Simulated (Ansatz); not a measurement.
## How fast states decay through NaYI4

Wanted: the relaxed cell of NaYI4, its band edges and its decay constants. It is built by putting I for F in the NaYF4 structure of space group P4/mmm, with the volume rescaled by atomic radii. The parent structure comes from the Materials Project.

Calculated with Ansatz 0.2.0; PBEsol DFT, plane waves, PAW files, in the first sound run; inputs show where later runs differ.

The structure was built from a prototype and need not be the compound's stable phase.

## (1) Set-up

It takes space group P4/mmm (No. 123, tetragonal). The conventional cell has a = 4.725 Å, b = 4.725 Å, c = 6.782 Å, α = 90.00°, β = 90.00°, γ = 90.00°. Nearest to Na lie 8 I at 2.97 Å. Nearest to Y lie 8 I at 2.85 Å. Nearest to I lie 2 Y at 2.85 Å and 2 Na at 2.97 Å and 1 I at 3.17 Å. It derives from NaYF4. I for F in the NaYF4 structure of space group P4/mmm. Farther neighbours and most contacts between anions are not listed.

## (2) Cell and atoms at rest

The substituted atoms don't fit the parent's cell, so cell and atoms relax together. A small smearing keeps the run stable in case the gap closes on the way.

input.yaml reads:

```yaml
crystal:
  lattice:
    - [4.7253120091, 0.0, 0.0]
    - [0.0, 4.7253120091, 0.0]
    - [0.0, 0.0, 6.781877407]
  atoms:
    - { symbol: Na, position: [0.0, 0.0, 0.0] }
    - { symbol: "Y", position: [0.5, 0.5, 0.5] }
    - { symbol: I, position: [0.5, 0.0, 0.73387451] }
    - { symbol: I, position: [0.0, 0.5, 0.26612549] }
    - { symbol: I, position: [0.5, 0.0, 0.26612549] }
    - { symbol: I, position: [0.0, 0.5, 0.73387451] }
kpoints:
  mp_grid: { grid: [6, 6, 4] }
scf:
  occupations: { method: gaussian, width: 0.03 }
hamiltonian:
  xc: pbesol
output:
  forces: true
  stress: true
relax:
  f_tol: 0.02
  max_steps: 60
  cell: {}
```

On the command line:

```sh
ansatz run input.yaml --threads 2 --pin off --max-ram 4096MiB --backend cpu --events-out ev --progress --plain --runs-dir out
```

Numbers of over 12 decimals in the logs are rounded to 6 here.

Output:

```text
Engine: ansatz 0.2.0, aarch64-unknown-linux-gnu
Pseudopotentials: kind: paw
Pseudopotential: Na, paw, valence charge 9, recommended cutoff 420 eV (normal), Na.paw.azcp
Pseudopotential: Y, paw, valence charge 11, recommended cutoff 420 eV (normal), Y.paw.azcp
Pseudopotential: I, paw, valence charge 17, recommended cutoff 420 eV (normal), I.paw.azcp
Functional definition: PBEsol
  exchange = pbesol_x
  correlation = pbesol_c
Crystal: 6 atoms, lattice volume = 151.430 Å³
Basis set: ecut = 420 eV, 2935 PW (Γ), exchange–correlation on 64×64×96 points (8 copies of the dense FFT grid, shifted against one another)
Bands: 53, of which v1, the nominal top of the filled ones, is band 44 counted from 1 (43 counted from 0)
Symmetry: 16 space group operations
Space group: P4/mmm (ITA 123), of the structure as read, at distance tolerance 5.3e-5 Å
k-points: 30 of 144
Non-local potential: Na, projectors of the file, l = 0: 3, l = 1: 2, l = 2: 1
Non-local potential: Y, projectors of the file, l = 0: 3, l = 1: 2, l = 2: 2, l = 3: 1
Non-local potential: I, projectors of the file, l = 0: 2, l = 1: 2, l = 2: 2, l = 3: 2
PAW form: soft (Blöchl's): semilocal exchange-correlation on the pseudo side does not see the compensation charge
PAW frozen core: Na, regenerated for the run's functional, and the local potential with it (the file was generated under x = pbe(κ = 0.804, μ = 0.219515), c = pbe(β = 0.066725))
PAW frozen core: Y, regenerated for the run's functional, and the local potential with it (the file was generated under x = pbe(κ = 0.804, μ = 0.219515), c = pbe(β = 0.066725))
PAW frozen core: I, regenerated for the run's functional, and the local potential with it (the file was generated under x = pbe(κ = 0.804, μ = 0.219515), c = pbe(β = 0.066725))
PAW one-centre angular grid: Na, 110 points (default); XC on 64 Gauss nodes
PAW one-centre angular grid: Y, 590 points (default); XC on 64 Gauss nodes
PAW one-centre angular grid: I, 590 points (default); XC on 64 Gauss nodes
Initial density: superposition of atomic densities (neutral atoms: chi_scale 0, normalization atom), corrected by the library's trained network
Initial wavefunctions: pseudopotential atomic-orbital guess
Functional: x = pbesol(κ = 0.804, μ = 0.123457), c = pbesol(β = 0.046)
SCF iter   1: F=—  HF=-35003.126855 eV  |F-HF|=—  |Δ(HF+E_count)|=         —  Δρ=4.12e-3  dr2=6.91e-2  ethr=1.77e-3  ⟨swp⟩=8.5  Hψ=6923  notcnv=0  defer=15
preconditioner: auto → Kerker (q_TF=auto, 2.492 Å⁻¹)  [metal: Δε(μ)=0.137 eV  Ē_g=9.938 eV  σ=0.030 eV  W_gap=0.50  n_scr=36 (ndim 8)  ℏωp=17.1 eV  f_vac=0.054  D(μ)=0.52/eV (n_scr^D=0)]
SCF iter   2: F=—  HF=-35003.117546 eV  |F-HF|=—  |Δ(HF+E_count)|=   9.31e-3  Δρ=2.41e-3  dr2=2.60e-2  ethr=7.85e-5  ⟨swp⟩=2.8  Hψ=2118  notcnv=0  defer=86
preconditioner: auto → Resta (q_TF=auto, 2.492 Å⁻¹)  ε∞=4.0  [insulator: Δε(μ)=0.170 eV  Ē_g=9.915 eV  σ=0.030 eV  W_gap=0.50  n_scr=36 (ndim 8)  ℏωp=17.1 eV  f_vac=0.055  D(μ)=0.52/eV (n_scr^D=0)  ε∞_Penn≈4.0]
SCF iter   3: F=—  HF=-35003.113424 eV  |F-HF|=—  |Δ(HF+E_count)|=   4.12e-3  Δρ=7.12e-4  dr2=8.28e-4  ethr=2.95e-5  ⟨swp⟩=3.1  Hψ=2314  notcnv=0  defer=86
SCF iter   4: F=—  HF=-35003.113103 eV  |F-HF|=—  |Δ(HF+E_count)|=   3.21e-4  Δρ=2.59e-4  dr2=1.45e-4  ethr=9.41e-7  ⟨swp⟩=2.0  Hψ=2794  notcnv=0  defer=86
SCF iter   5: F=—  HF=-35003.113116 eV  |F-HF|=—  |Δ(HF+E_count)|=   1.31e-5  Δρ=9.25e-5  dr2=1.41e-5  ethr=1.65e-7  ⟨swp⟩=3.0  Hψ=2799  notcnv=0  defer=86
SCF iter   6: F=—  HF=-35003.113109 eV  |F-HF|=—  |Δ(HF+E_count)|=   6.64e-6  Δρ=2.05e-5  dr2=8.93e-7  ethr=1.60e-8  ⟨swp⟩=2.0  Hψ=2837  notcnv=0  defer=86
SCF iter   7: F=—  HF=-35003.113110 eV  |F-HF|=—  |Δ(HF+E_count)|=   5.64e-7  Δρ=9.43e-6  dr2=1.40e-7  ethr=1.14e-10  ⟨swp⟩=5.0  Hψ=5515  notcnv=0
SCF iter   8: F=-35003.113110 eV  HF=-35003.113110 eV  |F-HF|=1.28e-8  |Δ(HF+E_count)|=   1.99e-8  Δρ=1.96e-6  dr2=1.07e-8  ethr=1.14e-10  ⟨swp⟩=4.3  Hψ=5031  notcnv=0
SCF 1 converged in 8 iterations: F = -35003.113110 eV  dr2 = 1.07e-8
  greatest PAW one-centre occupation: 0.999 electrons in one spin orbital (limit 2), on the I atom at site 4 (counted from 0), in its partial waves of l = 2
relax step   1: F+E_penalty+E_count = -35003.11310993 eV  Δ(F+E_penalty+E_count) = +0.000e0 eV  max|allowed force component| = 2.014e0 eV/Å  Δτ_max = 0.0000 Å  P = +26.480 GPa  Ω = 151.430 Å³  (8 SCF iters, dr2 threshold 1.00e-7 eV, accepted)
Crystal: 6 atoms, lattice volume = 174.849 Å³
Basis set: ecut = 420 eV, 3435 PW (Γ), exchange–correlation on 64×64×96 points (8 copies of the dense FFT grid, shifted against one another)
Initial density: handed on by an earlier stage of this run
Initial wavefunctions: those handed on with the density
iter 1 solved again at ethr=6.45e-4 eV; its pass at ethr=3.10e-3 eV (dr2=5.67e-1 eV) is discarded
SCF iter   1: F=—  HF=-35006.211517 eV  |F-HF|=—  |Δ(HF+E_count)|=         —  Δρ=1.06e-2  dr2=5.72e-1  ethr=6.45e-4  ⟨swp⟩=2.0  Hψ=9270  notcnv=0
preconditioner: auto → Resta (q_TF=auto, 2.433 Å⁻¹)  ε∞=3.8  [insulator: Δε(μ)=0.706 eV  Ē_g=9.521 eV  σ=0.030 eV  W_gap=1.00  n_scr=36 (ndim 8)  ℏωp=15.9 eV  f_vac=0.086  D(μ)=0.00/eV (n_scr^D=0)  ε∞_Penn≈3.8]
SCF iter   2: F=—  HF=-35006.057739 eV  |F-HF|=—  |Δ(HF+E_count)|=   1.54e-1  Δρ=4.85e-3  dr2=1.04e-1  ethr=6.45e-4  ⟨swp⟩=3.4  Hψ=2338  notcnv=0
SCF iter   3: F=—  HF=-35006.028235 eV  |F-HF|=—  |Δ(HF+E_count)|=   2.95e-2  Δρ=1.54e-3  dr2=7.44e-3  ethr=1.18e-4  ⟨swp⟩=3.8  Hψ=2736  notcnv=0
SCF iter   4: F=—  HF=-35006.028697 eV  |F-HF|=—  |Δ(HF+E_count)|=   4.62e-4  Δρ=5.33e-4  dr2=1.01e-3  ethr=8.46e-6  ⟨swp⟩=2.9  Hψ=2982  notcnv=0  defer=2
SCF iter   5: F=—  HF=-35006.029304 eV  |F-HF|=—  |Δ(HF+E_count)|=   6.07e-4  Δρ=1.74e-4  dr2=1.08e-4  ethr=1.15e-6  ⟨swp⟩=3.1  Hψ=3110  notcnv=0  defer=2
SCF iter   6: F=—  HF=-35006.029670 eV  |F-HF|=—  |Δ(HF+E_count)|=   3.66e-4  Δρ=5.91e-5  dr2=1.11e-5  ethr=1.22e-7  ⟨swp⟩=2.1  Hψ=2452  notcnv=0  defer=2
SCF iter   7: F=-35006.029698 eV  HF=-35006.029697 eV  |F-HF|=9.56e-7  |Δ(HF+E_count)|=   2.74e-5  Δρ=1.54e-5  dr2=4.51e-7  ethr=6.82e-10  ⟨swp⟩=3.5  Hψ=6715  notcnv=0
SCF 2 converged in 7 iterations: F = -35006.029698 eV  dr2 = 4.51e-7
  greatest PAW one-centre occupation: 0.999 electrons in one spin orbital (limit 2), on the Na atom at site 0 (counted from 0), in its partial waves of l = 0
[...]
SCF iter   2: F=—  HF=-35007.033004 eV  |F-HF|=—  |Δ(HF+E_count)|=   9.80e-2  Δρ=3.24e-3  dr2=4.52e-2  ethr=4.61e-4  ⟨swp⟩=3.3  Hψ=2391  notcnv=0
SCF iter   3: F=—  HF=-35007.023169 eV  |F-HF|=—  |Δ(HF+E_count)|=   9.83e-3  Δρ=1.33e-3  dr2=7.98e-3  ethr=5.14e-5  ⟨swp⟩=3.0  Hψ=2436  notcnv=0
SCF iter   4: F=—  HF=-35007.023083 eV  |F-HF|=—  |Δ(HF+E_count)|=   8.65e-5  Δρ=3.67e-4  dr2=6.79e-4  ethr=9.06e-6  ⟨swp⟩=2.1  Hψ=2334  notcnv=0
SCF iter   5: F=—  HF=-35007.023688 eV  |F-HF|=—  |Δ(HF+E_count)|=   6.05e-4  Δρ=1.45e-4  dr2=7.65e-5  ethr=7.71e-7  ⟨swp⟩=2.4  Hψ=2668  notcnv=0
SCF iter   6: F=—  HF=-35007.024191 eV  |F-HF|=—  |Δ(HF+E_count)|=   5.03e-4  Δρ=3.88e-5  dr2=5.88e-6  ethr=8.69e-8  ⟨swp⟩=2.0  Hψ=2353  notcnv=0
SCF iter   7: F=-35007.024219 eV  HF=-35007.024217 eV  |F-HF|=1.84e-6  |Δ(HF+E_count)|=   2.60e-5  Δρ=1.27e-5  dr2=4.67e-7  ethr=6.82e-10  ⟨swp⟩=3.2  Hψ=6864  notcnv=0
SCF 3 converged in 7 iterations: F = -35007.024219 eV  dr2 = 4.67e-7
relax step   3: F+E_penalty+E_count = -35007.02421865 eV  Δ(F+E_penalty+E_count) = -9.945e-1 eV  max|allowed force component| = 2.338e-1 eV/Å  Δτ_max = 0.0817 Å  P = +3.051 GPa  Ω = 200.938 Å³  energy of the carried Pulay correction = -6.651e-3 eV  (7 SCF iters, dr2 threshold 6.00e-7 eV, accepted)
[...]
relax step   4: F+E_penalty+E_count = -35007.15155482 eV  Δ(F+E_penalty+E_count) = -1.273e-1 eV  max|allowed force component| = 4.923e-2 eV/Å  Δτ_max = 0.0021 Å  P = +0.684 GPa  Ω = 212.143 Å³  energy of the carried Pulay correction = -7.908e-3 eV  (7 SCF iters, dr2 threshold 6.00e-7 eV, accepted)
[...]
relax step   5: F+E_penalty+E_count = -35007.15911201 eV  Δ(F+E_penalty+E_count) = -7.557e-3 eV  max|allowed force component| = 8.824e-4 eV/Å  Δτ_max = 0.0015 Å  P = +0.038 GPa  Ω = 215.667 Å³  energy of the carried Pulay correction = -8.288e-3 eV  (6 SCF iters, dr2 threshold 6.00e-7 eV, accepted)
[...]
relax step   6: F+E_penalty+E_count = -35007.15911929 eV  Δ(F+E_penalty+E_count) = -7.280e-6 eV  max|allowed force component| = 9.343e-4 eV/Å  Δτ_max = 0.0004 Å  P = +0.000 GPa  Ω = 215.897 Å³  energy of the carried Pulay correction = -8.313e-3 eV  (5 SCF iters, dr2 threshold 6.66e-9 eV, accepted)
[...]
relax step   7: F+E_penalty+E_count = -35007.20549571 eV  Δ(F+E_penalty+E_count) = -4.638e-2 eV  max|allowed force component| = 1.589e-3 eV/Å  Δτ_max = 0.0000 Å  P = +0.507 GPa  Ω = 215.897 Å³  stress off target by 5.64e-1 GPa  SCF on the basis re-selected at this cell (its energy is not comparable with the rows above)  (9 SCF iters)
[...]
relax step   8: F+E_penalty+E_count = -35007.21176425 eV  Δ(F+E_penalty+E_count) = -6.269e-3 eV  max|allowed force component| = 7.380e-3 eV/Å  Δτ_max = 0.0079 Å  P = +0.107 GPa  Ω = 219.181 Å³  energy of the carried Pulay correction = -3.369e-4 eV  (6 SCF iters, dr2 threshold 6.00e-7 eV, accepted)
[...]
relax step   9: F+E_penalty+E_count = -35007.21206244 eV  Δ(F+E_penalty+E_count) = -2.982e-4 eV  max|allowed force component| = 7.783e-3 eV/Å  Δτ_max = 0.0073 Å  P = +0.026 GPa  Ω = 220.327 Å³  energy of the carried Pulay correction = -4.550e-4 eV  (6 SCF iters, dr2 threshold 4.48e-8 eV, accepted)
iter 1 solved again at ethr=2.87e-7 eV; its pass at ethr=3.10e-3 eV (dr2=2.53e-4 eV) is discarded
SCF iter   1: F=—  HF=-35007.199585 eV  |F-HF|=—  |Δ(HF+E_count)|=         —  Δρ=4.82e-4  dr2=1.76e-5  ethr=2.87e-7  ⟨swp⟩=3.6  Hψ=10640  notcnv=0
preconditioner: auto → Resta (q_TF=auto, 2.341 Å⁻¹)  ε∞=3.8  [insulator: Δε(μ)=1.040 eV  Ē_g=8.422 eV  σ=0.030 eV  W_gap=1.00  n_scr=44 (ndim 8)  ℏωp=14.2 eV  f_vac=0.121  D(μ)=0.00/eV (n_scr^D=0)  ε∞_Penn≈3.8]
SCF iter   2: F=—  HF=-35007.208839 eV  |F-HF|=—  |Δ(HF+E_count)|=   9.25e-3  Δρ=2.43e-4  dr2=2.80e-6  ethr=2.00e-8  ⟨swp⟩=2.9  Hψ=2422  notcnv=0
SCF iter   3: F=—  HF=-35007.212327 eV  |F-HF|=—  |Δ(HF+E_count)|=   3.49e-3  Δρ=5.24e-5  dr2=5.59e-7  ethr=3.18e-9  ⟨swp⟩=3.0  Hψ=2591  notcnv=0
SCF iter   4: F=—  HF=-35007.212505 eV  |F-HF|=—  |Δ(HF+E_count)|=   1.78e-4  Δρ=9.31e-6  dr2=1.41e-7  ethr=6.36e-10  ⟨swp⟩=2.0  Hψ=2017  notcnv=0
SCF iter   5: F=—  HF=-35007.212509 eV  |F-HF|=—  |Δ(HF+E_count)|=   4.53e-6  Δρ=1.83e-6  dr2=2.32e-8  ethr=1.61e-10  ⟨swp⟩=2.0  Hψ=2067  notcnv=0
SCF iter   6: F=—  HF=-35007.212510 eV  |F-HF|=—  |Δ(HF+E_count)|=   4.97e-8  Δρ=4.88e-7  dr2=1.61e-9  ethr=2.64e-11  ⟨swp⟩=2.0  Hψ=2043  notcnv=0
SCF iter   7: F=—  HF=-35007.212510 eV  |F-HF|=—  |Δ(HF+E_count)|=   2.44e-9  Δρ=1.14e-7  dr2=6.91e-11  ethr=1.83e-12  ⟨swp⟩=2.0  Hψ=2189  notcnv=0
SCF iter   8: F=-35007.212510 eV  HF=-35007.212510 eV  |F-HF|=7.28e-12  |Δ(HF+E_count)|=  1.60e-10  Δρ=3.29e-8  dr2=4.27e-12  ethr=1.00e-12  ⟨swp⟩=5.0  Hψ=5291  notcnv=0
SCF 10 converged in 8 iterations: F = -35007.212510 eV  dr2 = 4.27e-12
relax step  10: F+E_penalty+E_count = -35007.21250955 eV  Δ(F+E_penalty+E_count) = -4.471e-4 eV  max|allowed force component| = 7.789e-3 eV/Å  Δτ_max = 0.0000 Å  P = +0.024 GPa  Ω = 220.327 Å³  stress off target by 4.48e-2 GPa  SCF on the basis re-selected at this cell (its energy is not comparable with the rows above)  (8 SCF iters)
basis re-selected at this cell: Δ(F+E_penalty+E_count) = -4.471e-4 eV, ΔP = -0.002 GPa vs the last step (what re-selecting the basis moved, of the pressure what is left beyond the Pulay correction that the steps carried, after the strain that the cell walked since its last selection, with what the two solves' SCF thresholds leave and, on support functions, any second-order correction that the steps lacked; it is no m [...]
SCF converged after 8 iterations
Free energy (F): -35007.212510 eV
Harris-Foulkes:  -35007.212510 eV  (|F-HF|=7.28e-12)
Internal energy: -35007.212510 eV  (E = F + TS)
E sigma→0 (E₀):  -35007.212510 eV
Fermi energy:    6.641879 eV
--- Per-component energies (eV) ---
  E_band       = -1876.155926
  E_kinetic    = 1181.999770
  E_local      = -10161.088872  (includes V_loc(G=0)·N_el)
  E_nonlocal   = -187.642206
  E_hartree    = 4908.024324
  E_xc         = -719.212136
  E_vxc        = -762.111286  (∫ρ·V_xc dr)
  E_paw        = -21974.020120  (= ΣΔE_a)
  E_vpaw       = -1763.361932  (= ΣTr[D̂ρ^β])
  E_aug_tail   = 0.000018  (compensation charges beyond the density's cutoff)
  E_ewald      = -8057.125321
  E_core_change = 1.852035  (= ΣΔE_core)
  E_smearing   = -0.000000  (= −TS)
  E_closure    = -0.000000  (closes the sum)
  Σ components = -35007.212510   (vs F -35007.212510, Δ=0.00e0)
--- Forces (eV/Å), atoms counted from 1 ---
  atom   1  Na     0.00000000     0.00000000     0.00000000
  atom   2  Y      0.00000000    -0.00000000     0.00000000
  atom   3  I      0.00000000     0.00000000     0.00778857
  atom   4  I      0.00000000     0.00000000    -0.00778857
  atom   5  I     -0.00000000    -0.00000000    -0.00778857
  atom   6  I     -0.00000000    -0.00000000     0.00778857
  max |Σ_I F_I| component: 3.47e-18 eV/Å
--- Stress (GPa, compression-positive) ---
        0.044770       0.000000      -0.000000
        0.000000       0.044770       0.000000
       -0.000000       0.000000      -0.018304
  P = ⅓ Tr σ = 0.0237 GPa (0.237 kbar)
--- Relaxed structure (8 steps of the walk, 8 accepted, 2 SCFs on fresh bases) ---
  F+E_penalty+E_count = -35007.21250955 eV   max|allowed force component| = 7.789e-3 eV/Å   (the final SCF, on the basis selected at the relaxed cell)
  cell:  # Å, volume = 220.3268 Å³
    - [5.323355, 0, 0]
    - [0, 5.323355, 0]
    - [0, 0, 7.774932]
  atoms:
    - { symbol: Na, position: [0, 0, -2.4513025396603726e-19] }
    - { symbol: Y, position: [0.500000, 0.500000, 0.5] }
    - { symbol: I, position: [0.500000, 0, 0.734695] }
    - { symbol: I, position: [0, 0.500000, 0.265305] }
    - { symbol: I, position: [0.500000, 0, 0.265305] }
    - { symbol: I, position: [0, 0.500000, 0.734695] }
```

Wall time 76 s (2 threads of Arm Neoverse V2, shared host); peak memory 0.64 GiB.

Relaxation path:

```
step  energy less that of the first step (eV)  largest force component (eV/Å)  pressure (GPa)  volume (Å³)
   1                                   0.0000                          2.0143           26.48       151.43
   2                                  -2.9166                          0.0871           10.43       174.85
   3                                  -3.9111                          0.2338            3.05       200.94
   4                                  -4.0384                          0.0492            0.68       212.14
   5                                  -4.0460                          0.0009            0.04       215.67
   6                                  -4.0460                          0.0009            0.00       215.90
  7*                                  -4.0924                          0.0016            0.51       215.90
   8                                  -4.0987                          0.0074            0.11       219.18
   9                                  -4.0990                          0.0078            0.03       220.33
 10*                                  -4.0994                          0.0078            0.02       220.33
```

Relaxation steps marked * repeat the geometry before them on a plane-wave basis chosen anew for their cell, so energy and pressure can jump there.

Forces are held to the 16 operations that the run works with; a distortion that breaks them can't arise in this run.

```csv
cell as run,before,after,change
a (Å),4.725,5.323,+12.7 %
b (Å),4.725,5.323,+12.7 %
c (Å),6.782,7.775,+14.6 %
volume (Å³/atom),25.24,36.72,+45.5 %
```

The relaxed structure:

```
Na Y I
1.0
     5.32335    0.00000    0.00000
     0.00000    5.32335    0.00000
     0.00000    0.00000    7.77493
Na Y I
1 1 4
Cartesian
  0.0000 0.0000 0.0000
  2.6617 2.6617 3.8875
  2.6617 0.0000 5.7122
  0.0000 2.6617 2.0627
  2.6617 0.0000 2.0627
  0.0000 2.6617 5.7122
```

This step gave:

- free energy: -35007.2125 eV
- Fermi energy: 6.642 eV
- pressure: 0.02375 GPa

The largest force component on a free atom ends at 0.0078 eV/Å.

(Part 1 of 4 ends here.)

[Logs are printed without paths, hosts, clocks, repeated set-up lines and the standing remarks that a program may print on its own settings, such as how far it seeks lower states.]

[Hosts, paths, dates, database ids (printed as entryN), source tags and the programs' standing remarks are cut or masked in the printed files.]
